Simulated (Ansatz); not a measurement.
# Quasi-harmonic thermodynamics of AgB (hypothetical, Pm-3m), part 2 of 3

Aim: the lattice, expansion, heat capacity and bulk modulus of AgB (hypothetical) as it warms. The crystal structure is hypothetical: it was made by swapping elements on a known structure type.

Ansatz 0.2.0; DFT PBEsol, scalar-relativistic, plane waves, PAW.

So far. Step 2 (Probe on a coarse mesh): The start is under -16 GPa at this level and looks like a metal on this mesh. Step 5 (Relaxing to small residual forces and stress): The residual pressure is -3.6e-4 GPa, small enough for phonons.

## (6) The quasi-harmonic study, q-mesh 2×2×2

The study relaxes the crystal at several strains, solves the phonons on some of them and minimises the free energy at each temperature (static energy, vibrations, the electrons in a metal, and PV under a set pressure); the q-mesh sets how far the force constants reach.

input.yaml reads:

```yaml
crystal:
  lattice:
    - [2.8610648435, 0.0, 0.0]
    - [0.0, 2.8610648435, 0.0]
    - [0.0, 0.0, 2.8610648435]
  atoms:
    - { symbol: B, position: [0.5, 0.5, 0.5] }
    - { symbol: Ag, position: [0.0, 0.0, 0.0] }
kpoints:
  mp_grid: { grid: [16, 16, 16] }
hamiltonian:
  xc: pbesol
scf:
  occupations: { method: methfessel_paxton, width: 0.15 }
output:
  eigenvalues: true
phonons:
  method: dfpt
  qmesh: [2, 2, 2]
  temperatures: { t_max: 800.0, t_step: 50 }
  thermal_expansion: {}
```

Started as:

```sh
> ansatz run input.yaml --threads 4 --pin off --max-ram 8192MiB --backend cpu --events-out ev --progress --plain --runs-dir out
```

Numbers of over 12 decimals in the logs are rounded to 6 here.

Output:

```text
The last accepted step is kept in <dir> (removed where the run ends without a failure and the disk answers)
Engine: ansatz 0.2.0, aarch64-unknown-linux-gnu
Pseudopotentials: kind: paw
Pseudopotential: B, paw, valence charge 3, recommended cutoff 420 eV (normal), B.paw.azcp
Pseudopotential: Ag, paw, valence charge 19, recommended cutoff 420 eV (normal), Ag.paw.azcp
Functional definition: PBEsol
  exchange = pbesol_x
  correlation = pbesol_c
Crystal: 2 atoms, lattice volume = 23.420 Å³
Basis set: ecut = 487.2 eV, 587 PW (Γ), exchange–correlation on 48×48×48 points (8 copies of the dense FFT grid, shifted against one another)
Bands: 15, of which v1, the nominal top of the filled ones, is band 11 counted from 1 (10 counted from 0)
Symmetry: 48 space group operations
Space group: Pm-3m (ITA 221), of the structure as read, at distance tolerance 2.9e-5 Å
k-points: 165 of 4096
Non-local potential: B, projectors of the file, l = 0: 2, l = 1: 2, l = 2: 1
Non-local potential: Ag, projectors of the file, l = 0: 3, l = 1: 2, l = 2: 2, l = 3: 1
PAW form: soft (Blöchl's): semilocal exchange-correlation on the pseudo side does not see the compensation charge
PAW frozen core: B, regenerated for the run's functional, and the local potential with it (the file was generated under x = pbe(κ = 0.804, μ = 0.219515), c = pbe(β = 0.066725))
PAW frozen core: Ag, regenerated for the run's functional, and the local potential with it (the file was generated under x = pbe(κ = 0.804, μ = 0.219515), c = pbe(β = 0.066725))
PAW one-centre angular grid: B, 110 points (default); XC on 64 Gauss nodes
PAW one-centre angular grid: Ag, 590 points (default); XC on 64 Gauss nodes
Initial density: superposition of atomic densities (neutral atoms: chi_scale 0, normalization atom), corrected by the library's trained network
Initial wavefunctions: pseudopotential atomic-orbital guess
Functional: x = pbesol(κ = 0.804, μ = 0.123457), c = pbesol(β = 0.046)
SCF iter   1: F=—  HF=-7672.297150 eV  |F-HF|=—  |Δ(HF+E_count)|=         —  Δρ=1.05e-2  dr2=2.08e-2  ethr=1.77e-3  ⟨swp⟩=4.1  Hψ=10873  notcnv=0
preconditioner: auto → none  [metal: Δε(μ)=0.007 eV  Ē_g=11.429 eV  σ=0.150 eV  W_gap=0.04  n_scr=6 (ndim 8)  ℏωp=28.7 eV  f_vac=0.000  D(μ)=0.67/eV (n_scr^D=6)  sad-step TF]
SCF iter   2: F=—  HF=-7672.292026 eV  |F-HF|=—  |Δ(HF+E_count)|=   5.12e-3  S|Δr|=    0.00e0  Δρ=4.70e-3  dr2=4.46e-3  ethr=9.43e-5  ⟨swp⟩=1.1  Hψ=3847  notcnv=0
SCF iter   3: F=—  HF=-7672.290503 eV  |F-HF|=—  |Δ(HF+E_count)|=   1.52e-3  S|Δr|=    0.00e0  Δρ=5.66e-4  dr2=5.64e-5  ethr=2.03e-5  ⟨swp⟩=2.1  Hψ=3546  notcnv=0
SCF iter   4: F=—  HF=-7672.290491 eV  |F-HF|=—  |Δ(HF+E_count)|=   1.29e-5  S|Δr|=    0.00e0  Δρ=5.32e-5  dr2=3.30e-7  ethr=2.57e-7  ⟨swp⟩=2.1  Hψ=3703  notcnv=0
[...]
Free energy (F): -7672.290492 eV
Harris-Foulkes:  -7672.290492 eV  (|F-HF|=9.09e-13)
Internal energy: -7672.291062 eV  (E = F + TS)
E sigma→0 (E₀):  -7672.290634 eV
Entropy (-TS):   0.000570 eV (0.285 meV/atom)
Fermi energy:    16.733728 eV
--- Per-component energies (eV) ---
  E_band       = -238.299423
  E_kinetic    = 567.669194
  E_local      = -2461.615866  (includes V_loc(G=0)·N_el)
  E_nonlocal   = 94.052200
  E_hartree    = 1121.465465
  E_xc         = -214.517298
  E_vxc        = -271.073106  (∫ρ·V_xc dr)
  E_paw        = -3907.818929  (= ΣΔE_a)
  E_vpaw       = -410.262853  (= ΣTr[D̂ρ^β])
  E_aug_tail   = 0.000062  (compensation charges beyond the density's cutoff)
  E_ewald      = -2871.863339
  E_core_change = 0.337450  (= ΣΔE_core)
  E_smearing   = 0.000570  (= −TS)
  E_closure    = -0.000000  (closes the sum)
  Σ components = -7672.290492   (vs F -7672.290492, Δ=0.00e0)
--- Forces (eV/Å), atoms counted from 1 ---
  atom   1  B      0.00000000     0.00000000     0.00000000
  atom   2  Ag    -0.00000000    -0.00000000    -0.00000000
  max |Σ_I F_I| component: 6.57e-32 eV/Å
--- Stress (GPa, compression-positive) ---
       -0.010495      -0.000000       0.000000
        0.000000      -0.010495      -0.000000
        0.000000      -0.000000      -0.010495
  P = ⅓ Tr σ = -0.0105 GPa (-0.105 kbar)
--- Band table (eV; the first three rows and the last of 165) ---
  k-point 0: bands = [... 7 lower, 11.9651, 11.9651, 11.9651, 18.5052, 18.5052, 18.5052, 25.4563, 29.0123]
  k-point 1: bands = [... 7 lower, 11.9060, 11.9060, 11.9689, 18.2153, 18.6144, 18.6144, 25.5871, 28.9496]
  k-point 2: bands = [... 7 lower, 11.7455, 11.7455, 11.9800, 17.4798, 18.9236, 18.9236, 25.8603, 28.7703]
  k-point 164: bands = [... 7 lower, 12.8357, 12.8357, 14.0957, 19.3027, 19.3027, 19.3027, 20.9032, 20.9032]
── thermal expansion: 3 new cells, 3 in all ──
thermal expansion: relaxation of cell 2
thermal expansion: relaxation of cell 3
── thermal expansion: 2 new cells, 5 in all ──
thermal expansion: relaxation of cell 4
thermal expansion: lower-state search of cell 4
thermal expansion: electrons of cell 4
thermal expansion: phonons of cell 4
WARN: thermal expansion: vibrations_at_or_below_zero in the phonons of 1 cell: 4
this run last wrote the structure of step 1 to <dir>
--- Relaxed structure (1 steps of the walk, 1 accepted, 0 SCFs on fresh bases) ---
  F+E_penalty+E_count = -7672.29049169 eV   max|allowed force component| = 4.602e-31 eV/Å
  atoms:
    - { symbol: B, position: [0.5, 0.5, 0.5] }
    - { symbol: Ag, position: [0.0, 0.0, 0.0] }
--- Thermal expansion: 5 cells in 2 rounds, 0 GPa ---
  no lower state was reached at cell 4; its state was not examined: fill_not_monotonic
  not told: vibrations stand at or below zero in cell 4 (1.125 modes a cell, the lowest at -123.0 cm⁻¹): the crystal is at no minimum there, or its k-points are too few: type the crystal that it becomes, another pressure, or a denser kpoints.mp_grid, in a new run
  vibrations_at_or_below_zero in the phonons of 1 cell: 4
Error: vibrations stand at or below zero in cell 4 (1.125 modes a cell, the lowest at -123.0 cm⁻¹): the crystal is at no minimum there, or its k-points are too few: type the crystal that it becomes, another pressure, or a denser kpoints.mp_grid, in a new run
[key lines of the parts left out:]
SCF converged after 7 iterations
```

Wall time 89 s (4 threads of Arm Neoverse V2, shared host); peak memory 1 GiB.

The run ended with an error.

The program's message: “vibrations stand at or below zero in cell 4 (1.125 modes a cell, the lowest at -123.0 cm⁻¹): the crystal is at no minimum there, or its k-points are too few: type the crystal that it becomes, another …”

## (7) The quasi-harmonic study, q-mesh 4×4×4

Thermal expansion follows from how the free energy of the vibrations (and of the electrons in a metal) changes with strain, so the program makes strained cells, their phonons and a fit in one run.

Edit input.yaml of step 6 so:

```diff
@@ -18,3 +18,3 @@
   method: dfpt
-  qmesh: [2, 2, 2]
+  qmesh: [4, 4, 4]
   temperatures: { t_max: 800.0, t_step: 50 }
```

Output:

```text
The last accepted step is kept in <dir> (removed where the run ends without a failure and the disk answers)
Engine: ansatz 0.2.0, aarch64-unknown-linux-gnu
Pseudopotentials: kind: paw
Pseudopotential: B, paw, valence charge 3, recommended cutoff 420 eV (normal), B.paw.azcp
Pseudopotential: Ag, paw, valence charge 19, recommended cutoff 420 eV (normal), Ag.paw.azcp
Functional definition: PBEsol
  exchange = pbesol_x
  correlation = pbesol_c
Crystal: 2 atoms, lattice volume = 23.420 Å³
Basis set: ecut = 487.2 eV, 587 PW (Γ), exchange–correlation on 48×48×48 points (8 copies of the dense FFT grid, shifted against one another)
Bands: 15, of which v1, the nominal top of the filled ones, is band 11 counted from 1 (10 counted from 0)
Symmetry: 48 space group operations
Space group: Pm-3m (ITA 221), of the structure as read, at distance tolerance 2.9e-5 Å
k-points: 165 of 4096
Non-local potential: B, projectors of the file, l = 0: 2, l = 1: 2, l = 2: 1
Non-local potential: Ag, projectors of the file, l = 0: 3, l = 1: 2, l = 2: 2, l = 3: 1
PAW form: soft (Blöchl's): semilocal exchange-correlation on the pseudo side does not see the compensation charge
PAW frozen core: B, regenerated for the run's functional, and the local potential with it (the file was generated under x = pbe(κ = 0.804, μ = 0.219515), c = pbe(β = 0.066725))
PAW frozen core: Ag, regenerated for the run's functional, and the local potential with it (the file was generated under x = pbe(κ = 0.804, μ = 0.219515), c = pbe(β = 0.066725))
PAW one-centre angular grid: B, 110 points (default); XC on 64 Gauss nodes
PAW one-centre angular grid: Ag, 590 points (default); XC on 64 Gauss nodes
Initial density: superposition of atomic densities (neutral atoms: chi_scale 0, normalization atom), corrected by the library's trained network
Initial wavefunctions: pseudopotential atomic-orbital guess
Functional: x = pbesol(κ = 0.804, μ = 0.123457), c = pbesol(β = 0.046)
SCF iter   1: F=—  HF=-7672.297150 eV  |F-HF|=—  |Δ(HF+E_count)|=         —  Δρ=1.05e-2  dr2=2.08e-2  ethr=1.77e-3  ⟨swp⟩=4.1  Hψ=10873  notcnv=0
preconditioner: auto → none  [metal: Δε(μ)=0.007 eV  Ē_g=11.429 eV  σ=0.150 eV  W_gap=0.04  n_scr=6 (ndim 8)  ℏωp=28.7 eV  f_vac=0.000  D(μ)=0.67/eV (n_scr^D=6)  sad-step TF]
SCF iter   2: F=—  HF=-7672.292026 eV  |F-HF|=—  |Δ(HF+E_count)|=   5.12e-3  S|Δr|=    0.00e0  Δρ=4.70e-3  dr2=4.46e-3  ethr=9.43e-5  ⟨swp⟩=1.1  Hψ=3847  notcnv=0
SCF iter   3: F=—  HF=-7672.290503 eV  |F-HF|=—  |Δ(HF+E_count)|=   1.52e-3  S|Δr|=    0.00e0  Δρ=5.66e-4  dr2=5.64e-5  ethr=2.03e-5  ⟨swp⟩=2.1  Hψ=3546  notcnv=0
SCF iter   4: F=—  HF=-7672.290491 eV  |F-HF|=—  |Δ(HF+E_count)|=   1.29e-5  S|Δr|=    0.00e0  Δρ=5.32e-5  dr2=3.30e-7  ethr=2.57e-7  ⟨swp⟩=2.1  Hψ=3703  notcnv=0
[...]
Free energy (F): -7672.290492 eV
Harris-Foulkes:  -7672.290492 eV  (|F-HF|=9.09e-13)
Internal energy: -7672.291062 eV  (E = F + TS)
E sigma→0 (E₀):  -7672.290634 eV
Entropy (-TS):   0.000570 eV (0.285 meV/atom)
Fermi energy:    16.733728 eV
--- Per-component energies (eV) ---
  E_band       = -238.299423
  E_kinetic    = 567.669194
  E_local      = -2461.615866  (includes V_loc(G=0)·N_el)
  E_nonlocal   = 94.052200
  E_hartree    = 1121.465465
  E_xc         = -214.517298
  E_vxc        = -271.073106  (∫ρ·V_xc dr)
  E_paw        = -3907.818929  (= ΣΔE_a)
  E_vpaw       = -410.262853  (= ΣTr[D̂ρ^β])
  E_aug_tail   = 0.000062  (compensation charges beyond the density's cutoff)
  E_ewald      = -2871.863339
  E_core_change = 0.337450  (= ΣΔE_core)
  E_smearing   = 0.000570  (= −TS)
  E_closure    = -0.000000  (closes the sum)
  Σ components = -7672.290492   (vs F -7672.290492, Δ=0.00e0)
--- Forces (eV/Å), atoms counted from 1 ---
  atom   1  B      0.00000000     0.00000000     0.00000000
  atom   2  Ag    -0.00000000    -0.00000000    -0.00000000
  max |Σ_I F_I| component: 6.57e-32 eV/Å
--- Stress (GPa, compression-positive) ---
       -0.010495      -0.000000       0.000000
        0.000000      -0.010495      -0.000000
        0.000000      -0.000000      -0.010495
  P = ⅓ Tr σ = -0.0105 GPa (-0.105 kbar)
--- Band table (eV; the first three rows and the last of 165) ---
  k-point 0: bands = [... 7 lower, 11.9651, 11.9651, 11.9651, 18.5052, 18.5052, 18.5052, 25.4563, 29.0123]
  k-point 1: bands = [... 7 lower, 11.9060, 11.9060, 11.9689, 18.2153, 18.6144, 18.6144, 25.5871, 28.9496]
  k-point 2: bands = [... 7 lower, 11.7455, 11.7455, 11.9800, 17.4798, 18.9236, 18.9236, 25.8603, 28.7703]
  k-point 164: bands = [... 7 lower, 12.8357, 12.8357, 14.0957, 19.3027, 19.3027, 19.3027, 20.9032, 20.9032]
── thermal expansion: 3 new cells, 3 in all ──
thermal expansion: relaxation of cell 2
thermal expansion: relaxation of cell 3
── thermal expansion: 2 new cells, 5 in all ──
thermal expansion: relaxation of cell 4
thermal expansion: lower-state search of cell 4
thermal expansion: electrons of cell 4
thermal expansion: phonons of cell 4
WARN: thermal expansion: vibrations_at_or_below_zero in the phonons of 1 cell: 4
this run last wrote the structure of step 1 to <dir>
--- Relaxed structure (1 steps of the walk, 1 accepted, 0 SCFs on fresh bases) ---
  F+E_penalty+E_count = -7672.29049169 eV   max|allowed force component| = 4.602e-31 eV/Å
  atoms:
    - { symbol: B, position: [0.5, 0.5, 0.5] }
    - { symbol: Ag, position: [0.0, 0.0, 0.0] }
--- Thermal expansion: 5 cells in 2 rounds, 0 GPa ---
  no lower state was reached at cell 4; its state was not examined: fill_not_monotonic
  not told: vibrations stand at or below zero in cell 4 (0.953 modes a cell, the lowest at -123.0 cm⁻¹): the crystal is at no minimum there, or its k-points are too few: type the crystal that it becomes, another pressure, or a denser kpoints.mp_grid, in a new run
  vibrations_at_or_below_zero in the phonons of 1 cell: 4
Error: vibrations stand at or below zero in cell 4 (0.953 modes a cell, the lowest at -123.0 cm⁻¹): the crystal is at no minimum there, or its k-points are too few: type the crystal that it becomes, another pressure, or a denser kpoints.mp_grid, in a new run
[key lines of the parts left out:]
SCF converged after 7 iterations
```

The job ended after 8 min (4 threads; peak memory 2.4 GiB).

The run ended with an error.

The program's message: “vibrations stand at or below zero in cell 4 (0.953 modes a cell, the lowest at -123.0 cm⁻¹): the crystal is at no minimum there, or its k-points are too few: type the crystal that it becomes, another …”

(Continued in part 3 of 3.)

[Logs are printed without paths, hosts, clocks, repeated set-up lines and the standing remarks that a program may print on its own settings, such as how far it seeks lower states.]

[Hosts, paths, dates, database ids (printed as entryN), source tags and the programs' standing remarks are cut or masked in the printed files.]

[A step with changed settings may run another functional than the one named; its input shows which.]
